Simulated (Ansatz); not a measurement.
# Ca3TlP: relaxing a made-up structure, part 2 of 2

This structure for Ca3TlP is made up. Its elements were placed in a known structure type with a cell scaled to their sizes. What cell does the guess relax to, and how far off was it?

Ansatz 0.2.0; DFT, r2SCAN, plane-wave PAW, default files, scalar-relativistic, no spin, cell and ions relaxed at zero pressure (the session's first sound run).

So far: Starting point; Relaxation of the guess. The relaxed cell has a = 5.473 Å (conventional setting).

### 3. Electronic structure of the relaxed cell

A second self-consistent run takes a narrower smearing and the mesh shown in its input; the bands follow along the standard path of the relaxed lattice.

This step: DFT, r2SCAN, plane-wave PAW, default files, scalar-relativistic, no spin, bands and density of states at the relaxed cell (Ansatz 0.2.0).

input.yaml

```yaml
crystal:
  lattice:
    - [5.472611554, 0.0, 0.0]
    - [0.0, 5.472611554, 0.0]
    - [0.0, 0.0, 5.472611554]
  atoms:
    - { symbol: Tl, position: [0.0, 0.0, 0.0] }
    - { symbol: Ca, position: [0.0, 0.5, 0.5] }
    - { symbol: Ca, position: [0.5, 0.0, 0.5] }
    - { symbol: Ca, position: [0.5, 0.5, 0.0] }
    - { symbol: P, position: [0.5, 0.5, 0.5] }
kpoints:
  mp_grid: { grid: [6, 6, 6] }
  band_path:
    path:
      - [[0.0, 0.0, 0.0], [0.0, 0.5, 0.0], [0.5, 0.5, 0.0], [0.0, 0.0, 0.0], [0.5, 0.5, 0.5], [0.0, 0.5, 0.0]]
      - [[0.5, 0.5, 0.0], [0.5, 0.5, 0.5]]
    npoints: 13
scf:
  occupations: { method: fermi_dirac, width: 0.03 }
  n_extra_bands: 9
hamiltonian:
  xc: r2scan
  pseudopotentials: { kind: paw }
output:
  forces: true
  stress: true
  write_bands: true
  dos: { projected: true }
  write_density: true
  write_potential: true
  elf: true
  volumetric_format: npy
```

On the command line:

```console
$ ansatz run input.yaml --threads 4 --pin off --max-ram 8192MiB --backend cpu --events-out ev --progress --plain --runs-dir out
```

Numbers of over 12 decimals in the logs are rounded to 6 here.

What it wrote:

```text
[...]
Crystal: 5 atoms, lattice volume = 163.902 Å³
Basis set: ecut = 500 eV, 4139 PW (Γ), exchange–correlation on 160×160×160 points (64 copies of the dense FFT grid, shifted against one another)
Bands: 33, of which v1, the nominal top of the filled ones, is band 24 counted from 1 (23 counted from 0)
Symmetry: 48 space group operations
[...]
k-points: 20 of 216
[...]
SCF iter   1: F=—  HF=-17686.366143 eV  |F-HF|=—  |Δ(HF+E_count)|=         —  Δρ=6.14e-3  dr2=8.64e-2  dr2_τ=2.64e-2  ethr=1.77e-3  ⟨swp⟩=11.2  Hψ=3904  notcnv=0  defer=5
[...]
SCF iter   8: F=-17686.470858 eV  HF=-17686.470858 eV  |F-HF|=2.25e-8  |Δ(HF+E_count)|=   1.35e-7  Δρ=3.21e-6  dr2=2.14e-8  dr2_τ=7.26e-10  ethr=2.08e-10  ⟨swp⟩=17.4  Hψ=4936  notcnv=0
SCF 1 converged in 8 iterations: F = -17686.470858 eV  dr2 = 2.14e-8
[...]
NSCF: frozen V_eff on 80 k-points
SCF converged after 8 iterations
Free energy (F): -17686.470858 eV
[...]
Internal energy: -17686.449504 eV  (E = F + TS)
E sigma→0 (E₀):  -17686.460181 eV
Entropy (-TS):   -0.021354 eV (-4.271 meV/atom)
Fermi energy:    6.173649 eV
[...]
--- Stress (GPa, compression-positive) ---
       -0.005095       0.000000      -0.000000
        0.000000      -0.005095       0.000000
       -0.000000       0.000000      -0.005095
  P = ⅓ Tr σ = -0.0051 GPa (-0.051 kbar)
--- Band table (eV; the first three rows and the last of 20) ---
  k-point 0: bands = [... 20 lower, 4.2346, 4.2346, 7.0982, 7.0982, 7.4942, 7.4942, 7.4942, 7.6439, ... 5 higher]
  k-point 1: bands = [... 20 lower, 4.2247, 4.2247, 6.1091, 6.9275, 6.9275, 7.2501, 7.5436, 7.5949, ... 5 higher]
  k-point 2: bands = [... 20 lower, 4.2053, 4.2053, 4.9742, 6.5261, 6.5261, 7.6469, 7.6555, 8.1109, ... 5 higher]
  k-point 19: bands = [... 20 lower, 2.8697, 2.8697, 5.3865, 5.3865, 5.3865, 8.5339, 8.5339, 8.5339, ... 5 higher]
```

Run time: 7.4 s. Hardware: 4 threads of Arm Neoverse V2, shared host; peak memory 0.8 GiB.

The column dr2 measures how far the density is from self-consistency, as an energy; F and HF (Harris–Foulkes) agree once it is small.

This step gave:

```
free energy             : -17686.4709 eV
energy at zero smearing : -17686.4602 eV
smearing term TS        : 0.02135 eV
Fermi energy            : 6.174 eV
pressure                : -0.005095 GPa
```

From bands.tsv, the bands that come nearest the Fermi level along the path, at its corners, in eV from the Fermi level:

```tsv
point	band 21	band 22	band 23	band 24	band 25	band 26	band 27	band 28
Γ	-1.94	-1.94	0.92	0.92	1.32	1.32	1.32	1.47
X	-1.98	-1.98	-1.68	0.22	0.22	1.55	1.77	2.38
M	-3.42	-2.14	-0.58	-0.58	0.44	2.04	2.04	2.27
Γ	-1.94	-1.94	0.92	0.92	1.32	1.32	1.32	1.47
R	-3.30	-3.30	-0.79	-0.79	-0.79	2.36	2.36	2.36
X	-1.98	-1.98	-1.68	0.22	0.22	1.55	1.77	2.38
M	-3.42	-2.14	-0.58	-0.58	0.44	2.04	2.04	2.27
R	-3.30	-3.30	-0.79	-0.79	-0.79	2.36	2.36	2.36
```

States per cell as run, both spins, in windows of 1 eV, from dos.tsv (zero at the Fermi level):

| from | to | total |
| --- | --- | --- |
| -8 | -7 | 0.00 |
| -7 | -6 | 1.85 |
| -6 | -5 | 0.15 |
| -5 | -4 | 0.00 |
| -4 | -3 | 1.75 |
| -3 | -2 | 4.01 |
| -2 | -1 | 0.59 |
| -1 | 0 | 3.61 |
| 0 | 1 | 2.04 |
| 1 | 2 | 2.56 |
| 2 | 3 | 7.35 |

Below -8 eV lie 36.0 more states.

Electrostatic potential energy in the ac plane at fractional y = 0.500, with atoms of Ca and P within 0.2 Å of it. With pseudopotentials it is smooth inside the atoms' cores, unlike the true potential.

Ten even steps from '0' (-64 eV) to '9' (9 eV), each cell a mean:
```
999987301589999
999998645789999
999999888899999
999999999999999
789999988999988
468998645799875
036897301589851
026897200489840
247998423699863
678999877899987
899999999999998
999999988999999
999998766899999
999997423689999
999986200479999
```
Columns run along a (5.5 Å; values clipped at the 3rd and 97th percentile), rows up along c (5.5 Å). Atoms in or near the plane, at fractional coordinates: Ca at (0.00, 0.50), Ca at (0.50, 0.00), P at (0.50, 0.50).

Valence density in the ac plane at fractional y = 0.500, with atoms of Ca and P within 0.2 Å of it. It is the smooth field of the valence electrons, not physical close to the nuclei.

Values in e/Å³, 15 rows by 15 columns, each cell a mean:
```
0.0 0.0 0.0 0.0 0.1 0.8 3.2 5.6 4.7 1.9 0.4 0.1 0.0 0.0 0.0
0.0 0.0 0.0 0.0 0.1 0.3 1.2 2.3 1.9 0.7 0.2 0.0 0.0 0.0 0.0
0.0 0.0 0.0 0.0 0.1 0.1 0.3 0.5 0.4 0.2 0.1 0.0 0.0 0.0 0.0
0.1 0.1 0.0 0.1 0.1 0.1 0.2 0.3 0.3 0.2 0.1 0.1 0.0 0.0 0.1
0.4 0.2 0.1 0.1 0.1 0.3 0.4 0.5 0.5 0.3 0.2 0.1 0.1 0.2 0.4
2.4 1.3 0.4 0.2 0.2 0.4 0.6 0.7 0.7 0.6 0.3 0.2 0.2 0.7 1.9
5.6 3.4 0.9 0.3 0.3 0.6 0.6 0.3 0.4 0.7 0.5 0.3 0.4 1.9 4.7
6.4 4.1 1.2 0.3 0.3 0.6 0.5 0.1 0.3 0.7 0.5 0.3 0.5 2.3 5.6
4.0 2.2 0.6 0.2 0.3 0.5 0.7 0.5 0.6 0.6 0.4 0.2 0.3 1.2 3.2
1.0 0.6 0.2 0.1 0.2 0.3 0.5 0.6 0.6 0.4 0.3 0.1 0.1 0.3 0.8
0.1 0.1 0.1 0.1 0.1 0.2 0.3 0.3 0.3 0.2 0.1 0.1 0.1 0.1 0.1
0.0 0.0 0.0 0.0 0.1 0.1 0.2 0.3 0.3 0.2 0.1 0.1 0.0 0.0 0.0
0.0 0.0 0.0 0.0 0.1 0.2 0.6 1.2 0.9 0.4 0.1 0.0 0.0 0.0 0.0
0.0 0.0 0.0 0.0 0.1 0.6 2.2 4.1 3.4 1.3 0.2 0.1 0.0 0.0 0.0
0.0 0.0 0.0 0.0 0.1 1.0 4.0 6.4 5.6 2.4 0.4 0.1 0.0 0.0 0.0
```
Columns run along a (5.5 Å), rows up along c (5.5 Å). Atoms in or near the plane, at fractional coordinates: Ca at (0.00, 0.50), Ca at (0.50, 0.00), P at (0.50, 0.50).

ELF in the ac plane at fractional y = 0.500, with atoms of Ca and P within 0.2 Å of it. It is the smooth field of the valence electrons, not physical close to the nuclei.

Ten even steps from '_' (0.01) to '@' (0.85), each cell a mean:
```
++++--__..##@@@@@@@@==__..==++
====::____--##@@@@**..__..--==
........____::--::..____......
______..==============--______
++--__::**@@@@@@@@@@%%==__..==
@@%%--..##@@@@##%%@@@@==..**@@
@@@@**::##@@++__::%%@@==::@@@@
@@@@##::##@@--____##@@==--@@@@
@@@@++::##@@##--++@@@@==::##@@
%%++..::##@@@@@@@@@@@@==__--##
..____::++##########**==____..
______..::::::::::..::....____
----::____..++##**--____..::--
++==--____++@@@@@@%%--__..==++
**++--__..%%@@@@@@@@++__..==++
```
Columns run along a (5.5 Å), rows up along c (5.5 Å). Atoms in or near the plane, at fractional coordinates: Ca at (0.00, 0.50), Ca at (0.50, 0.00), P at (0.50, 0.50).

### 4. Outcome

```json
{
  "space group, relaxed": "Pm-3m",
  "conventional cell": "a = 5.473, b = 5.473, c = 5.473 Å; α = 90.0°, β = 90.0°, γ = 90.0°",
  "volume per atom": "32.78 Å³ (guess 26.10)"
}
```

**Reading.** Ca3TlP relaxes to Pm-3m with a = 5.473, b = 5.473 and c = 5.473 Å. The guessed volume was 20 % too small. The space group Pm-3m was held in the relaxation, so the end point is a stationary structure within it and may be a saddle against distortions or other arrangements. Bands cross the Fermi level, so it is a metal or semimetal at this level. On the 6×6×6 mesh with the narrower smearing (relaxed on 5×5×5) the forces vanish, as symmetry may demand, and the largest stress component is 0.005 GPa, within the relaxation's thresholds of 0.015 eV/Å and 0.05 GPa. The cutoff wasn't tested. Spin-orbit coupling is left out, which can matter for elements this heavy. No dispersion term is used, so weakly bound directions may come out too long. Nothing here tests whether the compound is stable against decomposition.

[Logs are printed without paths, hosts, clocks, repeated set-up lines and the standing remarks that a program may print on its own settings, such as how far it seeks lower states.]

[Hosts, paths, dates, database ids (printed as entryN), source tags and the programs' standing remarks are cut or masked in the printed files.]
